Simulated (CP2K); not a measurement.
The C K edge of 2-methoxythiophene was computed by TDDFT (CP2K XAS_TDP, aug-cc-pVDZ, TDA) at these levels: PBEh(45%), PBEh(45%) + GW2X and PBEh(60%). The first three lines of C1 (bonded to O and 3 H) with a strength over 0.0015, energy in eV and strength:

| run | first | second | third |
| --- | --- | --- | --- |
| 1 | 291.54 (0.041) | 292.68 (0.038) | 292.83 (0.012) |
| 2 | 284.95 (0.042) | 286.10 (0.039) | 286.24 (0.012) |
| 3 | 289.03 (0.059) | 290.63 (0.040) | 290.68 (0.042) |

Q: Which run is which?

Run 1: PBEh(45%) + GW2X (45 % exact exchange). Run 2: PBEh(45%) (45 % exact exchange). Run 3: PBEh(60%) (60 % exact exchange). Self-interaction lifts the core level, so the uncorrected lines rise with the share of exact exchange. The GW2X run keeps the spacings of its parent: 1.14 eV between the first two lines in run 1, 1.15 eV in run 2. Its shift is +6.59 eV, since the Kohn–Sham level at this share of exchange lies that far above the quasiparticle level.

[Hosts, paths, dates, database ids (printed as entryN), source tags and the programs' standing remarks are cut or masked in the printed files.]
